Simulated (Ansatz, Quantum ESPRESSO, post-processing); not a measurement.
# Work function of Li(110), 5 layers, part 5 of 6

How much energy does it take to lift an electron out of Li(110), 5 layers, and how far do the settings matter?

Quantum ESPRESSO 7.5; plane-wave DFT, PBE, GBRV ultrasoft pseudopotentials; geometry and cross-check by Ansatz 0.2.0 with PAW datasets.

So far. Step 8 (SCF with pw.x: open boundaries by the effective …): The upper level is 3.179 eV against 3.179 eV from the periodic run.

### 11. Self-consistent run: revPBE, GBRV ultrasoft

Level of this step: plane-wave DFT, revPBE, GBRV ultrasoft pseudopotentials made under PBE (Quantum ESPRESSO 7.5). input_dft overrides the functional of the files.

gbrv-revpbe.in

```
&control
  prefix = 'gbrv-revpbe'
  outdir = './out'
  pseudo_dir = './pseudo'
  calculation = 'scf'
  tprnfor = .true.
/
&system
  ibrav = 0
  nat = 5
  ntyp = 1
  ecutwfc = 40
  ecutrho = 200
  input_dft = 'revpbe'
  occupations = 'smearing'
  smearing = 'mv'
  degauss = 0.02
/
&electrons
  conv_thr = 1e-07
  mixing_beta = 0.4
  electron_maxstep = 120
  mixing_mode = 'local-TF'
/
ATOMIC_SPECIES
  Li  6.9400  li_pbe_v1.4.uspp.F.UPF
CELL_PARAMETERS angstrom
  2.46780266630000 -1.74500000000000 0.00000000000000
  2.46780266630000 1.74500000000000 0.00000000000000
  0.00000000000000 0.00000000000000 25.87121066540000
ATOMIC_POSITIONS crystal
  Li  0.000000000000 0.000000000000 0.318190942631
  Li  0.500000000000 0.500000000000 0.407594962891
  Li  0.000000000000 0.000000000000 0.500000000000
  Li  0.500000000000 0.500000000000 0.592405093402
  Li  0.000000000000 0.000000000000 0.681809120084
K_POINTS automatic
  8 8 1 0 0 0
```

Launch:

```sh
> OMP_NUM_THREADS=1 mpirun -n 2 pw.x -nk 2 -in gbrv-revpbe.in > gbrv-revpbe.out
```

Output:

```text
[banner, memory and clock lines left out]
Program PWSCF v.7.5 starts
[citation notice left out]

[...]
Message from routine setup:
[...]
bravais-lattice index     =            0
     lattice parameter (alat)  =       5.7116  a.u.
     unit-cell volume          =    1503.6585 (a.u.)^3
     number of atoms/cell      =            5
     number of atomic types    =            1
     number of electrons       =        15.00
     number of Kohn-Sham states=           12
     kinetic-energy cutoff     =      40.0000  Ry
     charge density cutoff     =     200.0000  Ry
     scf convergence threshold =      1.0E-07
     mixing beta               =       0.4000
     number of iterations used =            8  local-TF  mixing
     Exchange-correlation= REVPBE
                           (   1   4   4   4   0   0   0)

[...]
PseudoPot. # 1 for Li read from file:
     ./pseudo/li_pbe_v1.4.uspp.F.UPF
     Pseudo is Ultrasoft, Zval =  3.0
     Generated by new atomic code, or converted to UPF format
     Using radial grid of  751 points,  5 beta functions with:
                l(1) =   0
                l(2) =   0
                l(3) =   0
                l(4) =   1
                l(5) =   1
     Q(r) pseudized with 10 coefficients,  rinner =    1.150   1.150   1.150

     atomic species   valence    mass     pseudopotential
     Li                3.00     6.94000     Li( 1.00)

      8 Sym. Ops., with inversion, found

[...]
number of k points=    21  Marzari-Vanderbilt smearing, width (Ry)=  0.0200
[...]
Dense  grid:    71779 G-vectors     FFT dimensions: (  25,  25, 225)

     Smooth grid:    51511 G-vectors     FFT dimensions: (  24,  24, 200)

     Initial potential from superposition of free atoms

     starting charge      12.7463, renormalised to      15.0000

     negative rho (up, down):  1.069E-04 0.000E+00
     Starting wfcs are   25 randomized atomic wfcs

     per-process dynamical memory:    55.6 Mb

     Self-consistent Calculation

     iteration #  1     ecut=    40.00 Ry     beta= 0.40
     Davidson diagonalization with overlap
     ethr =  1.00E-02,  avg # of iterations =  3.7

     negative rho (up, down):  1.513E-05 0.000E+00

     total energy              =     -72.82256710 Ry
     estimated scf accuracy    <       0.92270118 Ry

     iteration #  2     ecut=    40.00 Ry     beta= 0.40
[...]
negative rho (up, down):  7.217E-07 0.000E+00

[...]
total energy              =     -72.49483221 Ry
     estimated scf accuracy    <       0.52193212 Ry

     iteration #  3     ecut=    40.00 Ry     beta= 0.40
[...]
negative rho (up, down):  3.304E-08 0.000E+00

[...]
total energy              =     -72.52276370 Ry
     estimated scf accuracy    <       0.01693694 Ry

     iteration #  4     ecut=    40.00 Ry     beta= 0.40
[...]
total energy              =     -72.53604117 Ry
     estimated scf accuracy    <       0.00308314 Ry

     iteration #  5     ecut=    40.00 Ry     beta= 0.40
[...]
total energy              =     -72.53659756 Ry
     estimated scf accuracy    <       0.00067587 Ry

     iteration #  6     ecut=    40.00 Ry     beta= 0.40
[...]
total energy              =     -72.53642692 Ry
     estimated scf accuracy    <       0.00072419 Ry

[...]
iteration # 11     ecut=    40.00 Ry     beta= 0.40
[...]
negative rho (up, down):  6.891E-07 0.000E+00

[...]
total energy              =     -72.53631039 Ry
     estimated scf accuracy    <       0.00000489 Ry

     iteration # 12     ecut=    40.00 Ry     beta= 0.40
[...]
negative rho (up, down):  3.144E-07 0.000E+00

[...]
total energy              =     -72.53631112 Ry
     estimated scf accuracy    <       0.00000059 Ry

     iteration # 13     ecut=    40.00 Ry     beta= 0.40
[...]
negative rho (up, down):  1.245E-06 0.000E+00

[...]
total energy              =     -72.53631158 Ry
     estimated scf accuracy    <       0.00000016 Ry

     iteration # 14     ecut=    40.00 Ry     beta= 0.40
[...]
negative rho (up, down):  9.796E-06 0.000E+00

[...]
End of self-consistent calculation

          k = 0.0000 0.0000 0.0000 (  6429 PWs)   bands (ev):

   -48.2881 -48.2881 -47.8350 -47.8323 -47.8147  -4.5841  -4.1918  -3.4077
    -2.3657  -1.2833  -0.6815   1.5999

          k = 0.0765 0.1083 0.0000 (  6445 PWs)   bands (ev):

   -48.2870 -48.2870 -47.8335 -47.8311 -47.8139  -4.3669  -3.9750  -3.1887
    -2.1383  -1.0308  -0.3963   1.8630

[...]
the Fermi energy is    -1.1252 ev

!    total energy              =     -72.53631183 Ry
     estimated scf accuracy    <       0.00000004 Ry
     smearing contrib. (-TS)   =      -0.00040159 Ry
     internal energy E=F+TS    =     -72.53591024 Ry

     The total energy is F=E-TS. E is the sum of the following terms:
     one-electron contribution =    -275.29925153 Ry
     hartree contribution      =     130.44653521 Ry
     xc contribution           =     -17.08178049 Ry
     ewald contribution        =      89.39858658 Ry

     convergence has been achieved in  14 iterations

     Forces acting on atoms (cartesian axes, Ry/au):

     atom    1 type  1   force =     0.00000000    0.00000000   -0.00153230
     atom    2 type  1   force =     0.00000000    0.00000000    0.00005165
     atom    3 type  1   force =     0.00000000    0.00000000    0.00000000
     atom    4 type  1   force =     0.00000000    0.00000000   -0.00005165
     atom    5 type  1   force =     0.00000000    0.00000000    0.00153230

     Total force =     0.002168     Total SCF correction =     0.000073

[...]
```

It took 26 s on 2 MPI ranks of Intel Xeon Platinum 8559C (Emerald Rapids), shared host; peak memory 0.26 GiB; 39 s of CPU time.

Read from the output:

| Item | Value |
| --- | --- |
| free energy | -986.9068 eV |
| Fermi energy | -1.125 eV |

### 12. Electrostatic potential

gbrv-revpbe.pot.in

```
&inputpp
  prefix = 'gbrv-revpbe'
  outdir = './out'
  filplot = 'gbrv-revpbe.pot.dat'
  plot_num = 11
/
```

Launch:

```sh
> OMP_NUM_THREADS=1 mpirun -n 2 pp.x -in gbrv-revpbe.pot.in > gbrv-revpbe.pot.out
```

Elapsed: 1.3 s, on 2 MPI ranks; peak memory 0.1 GiB; 1.8 s of CPU time.

This step gave:

```
work function of the upper face                                       : 3.118 eV
slope of the potential above                                          : 0.001070 eV/Å
upper vacuum line continued to the top atoms, over the Fermi level    : 3.112 eV
work function of the lower face                                       : 3.118 eV
lower vacuum line continued to the bottom atoms, over the Fermi level : 3.114 eV
```

The upper face goes from 3.179 eV (PBE, GBRV) to 3.118 eV, a change of -0.061 eV.

### 13. All levels side by side

All levels:

```
                                                  level  upper face (eV)  lower face (eV)  dipole (e Å)  CPU time (s)
                                  QE PBE GBRV, periodic            3.179            3.179             -         39.73
                                   QE PBE GBRV, ESM bc1            3.179            3.179             -         63.55
                     QE revPBE GBRV ultrasoft, periodic            3.118            3.118             -         39.47
Ansatz PBE PAW, sawtooth (time of the whole relaxation)            3.205            3.206       3.65e-6          8.54
```

The times are CPU seconds on a shared host; the codes use unlike cutoffs, datasets and smearings, so their times compare unlike work.

### 14. Ground state, with mixing_beta = 0.2, electron_maxstep = 100 and nosym = True

How much does a setting matter? One run is repeated with a change.

Level of this step: plane-wave DFT, PBE, GBRV ultrasoft pseudopotentials (Quantum ESPRESSO 7.5).

esm.w0.in

```
&control
  prefix = 'esm.w0'
  outdir = './out'
  pseudo_dir = './pseudo'
  calculation = 'scf'
  tprnfor = .true.
/
&system
  ibrav = 0
  nat = 5
  ntyp = 1
  ecutwfc = 40
  ecutrho = 200
  occupations = 'smearing'
  smearing = 'mv'
  degauss = 0.02
  assume_isolated = 'esm'
  esm_bc = 'bc1'
  nosym = .true.
/
&electrons
  conv_thr = 1e-07
  mixing_beta = 0.2
  electron_maxstep = 100
  mixing_mode = 'local-TF'
/
ATOMIC_SPECIES
  Li  6.9400  li_pbe_v1.4.uspp.F.UPF
CELL_PARAMETERS angstrom
  2.46780266630000 -1.74500000000000 0.00000000000000
  2.46780266630000 1.74500000000000 0.00000000000000
  0.00000000000000 0.00000000000000 25.87121066540000
ATOMIC_POSITIONS crystal
  Li  0.000000000000 0.000000000000 -0.181809088727
  Li  0.500000000000 0.500000000000 -0.092405068466
  Li  0.000000000000 0.000000000000 -0.000000031357
  Li  0.500000000000 0.500000000000 0.092405062044
  Li  0.000000000000 0.000000000000 0.181809088727
K_POINTS automatic
  8 8 1 0 0 0
```

Launch:

```sh
> OMP_NUM_THREADS=1 mpirun -n 2 pw.x -nk 2 -in esm.w0.in > esm.w0.out
```

Output:

```text
[banner, memory and clock lines left out]
Program PWSCF v.7.5 starts
[citation notice left out]

[...]
bravais-lattice index     =            0
     lattice parameter (alat)  =       5.7116  a.u.
     unit-cell volume          =    1503.6585 (a.u.)^3
     number of atoms/cell      =            5
     number of atomic types    =            1
     number of electrons       =        15.00
     number of Kohn-Sham states=           12
     kinetic-energy cutoff     =      40.0000  Ry
     charge density cutoff     =     200.0000  Ry
     scf convergence threshold =      1.0E-07
     mixing beta               =       0.2000
     number of iterations used =            8  local-TF  mixing
     Exchange-correlation=  SLA  PW   PBX  PBC
                           (   1   4   3   4   0   0   0)

     Effective Screening Medium Method
     Boundary Conditions: Vacuum-Slab-Vacuum
     total charge in unit cell        =   0.0000
     grid points for fit at edges     =        4

[...]
PseudoPot. # 1 for Li read from file:
     ./pseudo/li_pbe_v1.4.uspp.F.UPF
     Pseudo is Ultrasoft, Zval =  3.0
     Generated by new atomic code, or converted to UPF format
     Using radial grid of  751 points,  5 beta functions with:
                l(1) =   0
                l(2) =   0
                l(3) =   0
                l(4) =   1
                l(5) =   1
     Q(r) pseudized with 10 coefficients,  rinner =    1.150   1.150   1.150

     atomic species   valence    mass     pseudopotential
     Li                3.00     6.94000     Li( 1.00)

     No symmetry found

[...]
number of k points=    34  Marzari-Vanderbilt smearing, width (Ry)=  0.0200
[...]
Dense  grid:    71779 G-vectors     FFT dimensions: (  25,  25, 225)

     Smooth grid:    51511 G-vectors     FFT dimensions: (  24,  24, 200)

     Initial potential from superposition of free atoms

     starting charge      12.7463, renormalised to      15.0000

     negative rho (up, down):  1.085E-04 0.000E+00
     Starting wfcs are   25 randomized atomic wfcs

     per-process dynamical memory:    58.3 Mb

     Self-consistent Calculation

     iteration #  1     ecut=    40.00 Ry     beta= 0.20
     Davidson diagonalization with overlap
     ethr =  1.00E-02,  avg # of iterations =  2.8

     negative rho (up, down):  3.667E-05 0.000E+00

     total energy              =     -72.71926693 Ry
     estimated scf accuracy    <       0.90548283 Ry

     iteration #  2     ecut=    40.00 Ry     beta= 0.20
[...]
negative rho (up, down):  6.808E-06 0.000E+00

[...]
total energy              =     -72.26933008 Ry
     estimated scf accuracy    <       0.69409160 Ry

     iteration #  3     ecut=    40.00 Ry     beta= 0.20
[...]
negative rho (up, down):  1.990E-06 0.000E+00

[...]
total energy              =     -72.28861972 Ry
     estimated scf accuracy    <       0.02565205 Ry

     iteration #  4     ecut=    40.00 Ry     beta= 0.20
[...]
c_bands:  1 eigenvalues not converged
     c_bands:  1 eigenvalues not converged
     c_bands:  1 eigenvalues not converged
     c_bands:  1 eigenvalues not converged
[...]
negative rho (up, down):  6.634E-08 0.000E+00

[...]
total energy              =     -72.31789317 Ry
     estimated scf accuracy    <       0.01421949 Ry

     iteration #  5     ecut=    40.00 Ry     beta= 0.20
[...]
c_bands:  1 eigenvalues not converged
[...]
negative rho (up, down):  2.371E-08 0.000E+00

[...]
total energy              =     -72.31917339 Ry
     estimated scf accuracy    <       0.00267774 Ry

     iteration #  6     ecut=    40.00 Ry     beta= 0.20
[...]
c_bands:  1 eigenvalues not converged
     c_bands:  1 eigenvalues not converged
     c_bands:  1 eigenvalues not converged
     c_bands:  1 eigenvalues not converged
     c_bands:  1 eigenvalues not converged
     c_bands:  1 eigenvalues not converged
     c_bands:  1 eigenvalues not converged
     c_bands:  1 eigenvalues not converged
     c_bands:  1 eigenvalues not converged
     c_bands:  1 eigenvalues not converged
     c_bands:  1 eigenvalues not converged
[...]
total energy              =     -72.32182872 Ry
     estimated scf accuracy    <       0.00183188 Ry

[...]
iteration # 18     ecut=    40.00 Ry     beta= 0.20
[...]
total energy              =     -72.32172498 Ry
     estimated scf accuracy    <       0.00000217 Ry

     iteration # 19     ecut=    40.00 Ry     beta= 0.20
[...]
c_bands:  2 eigenvalues not converged
[...]
negative rho (up, down):  2.076E-08 0.000E+00

[...]
total energy              =     -72.32169345 Ry
     estimated scf accuracy    <       0.00000486 Ry

     iteration # 20     ecut=    40.00 Ry     beta= 0.20
[...]
negative rho (up, down):  1.328E-08 0.000E+00

[...]
total energy              =     -72.32169469 Ry
     estimated scf accuracy    <       0.00000015 Ry

     iteration # 21     ecut=    40.00 Ry     beta= 0.20
[...]
c_bands:  1 eigenvalues not converged
[...]
negative rho (up, down):  9.553E-06 0.000E+00

[...]
End of self-consistent calculation

          k = 0.0000 0.0000 0.0000 (  6429 PWs)   bands (ev):

   -50.1702 -50.1697 -49.7082 -49.7052 -49.6884  -6.6218  -6.2331  -5.4541
    -4.4182  -3.3478  -2.7559  -0.4576

          k = 0.0765 0.1083 0.0000 (  6445 PWs)   bands (ev):

   -50.1691 -50.1685 -49.7067 -49.7040 -49.6876  -6.4062  -6.0179  -5.2365
    -4.1919  -3.0957  -2.4711  -0.1961

[...]
the Fermi energy is    -3.1878 ev

!    total energy              =     -72.32168139 Ry
     estimated scf accuracy    <       0.00000010 Ry
     smearing contrib. (-TS)   =      -0.00041150 Ry
     internal energy E=F+TS    =     -72.32126989 Ry

     The total energy is F=E-TS. E is the sum of the following terms:
     one-electron contribution =     625.53057660 Ry
     hartree contribution      =    -321.10551293 Ry
     xc contribution           =     -16.83413966 Ry
     ewald contribution        =    -359.91219390 Ry

     convergence has been achieved in  21 iterations

     Forces acting on atoms (cartesian axes, Ry/au):

     atom    1 type  1   force =    -0.00000024   -0.00000108   -0.00018176
     atom    2 type  1   force =    -0.00000263   -0.00000443   -0.00012429
     atom    3 type  1   force =    -0.00000036    0.00000122    0.00002546
     atom    4 type  1   force =    -0.00000177   -0.00000153    0.00015486
     atom    5 type  1   force =     0.00000501    0.00000582    0.00020017

     Total force =     0.000337     Total SCF correction =     0.000296
     SCF correction compared to forces is large: reduce conv_thr to get better values

[...]
```

It took 60 s on 2 MPI ranks; peak memory 0.27 GiB.

Beside the run it was changed from:

```
                                                           quantity   this run  unchanged run  difference
vacuum line at the upper end of the cell, over the Fermi level (eV)      3.194          3.179       0.015
vacuum line at the lower end of the cell, over the Fermi level (eV)      3.181          3.179      0.0021
                                                   free energy (eV)  -983.9866      -983.9866      1.4e-7
                                                      wall time (s)         60             35            
                                                     SCF iterations         21             16
```

The free energy moves by +2.7e-05 meV an atom.

Levels move by up to 15 meV, the slack that the SCF threshold leaves: a converged result doesn't depend on solver or mixing.

[end of part 5 of 6]

[Logs are printed without paths, hosts, clocks, repeated set-up lines and the standing remarks that a program may print on its own settings, such as how far it seeks lower states.]

[Hosts, paths, dates, database ids (printed as entryN), source tags and the programs' standing remarks are cut or masked in the printed files.]

[Maps of the electrostatic potential energy from Ansatz leave out the sawtooth potential of an applied field or a dipole correction, so their vacuum need not be flat; planar profiles and work functions include it.]
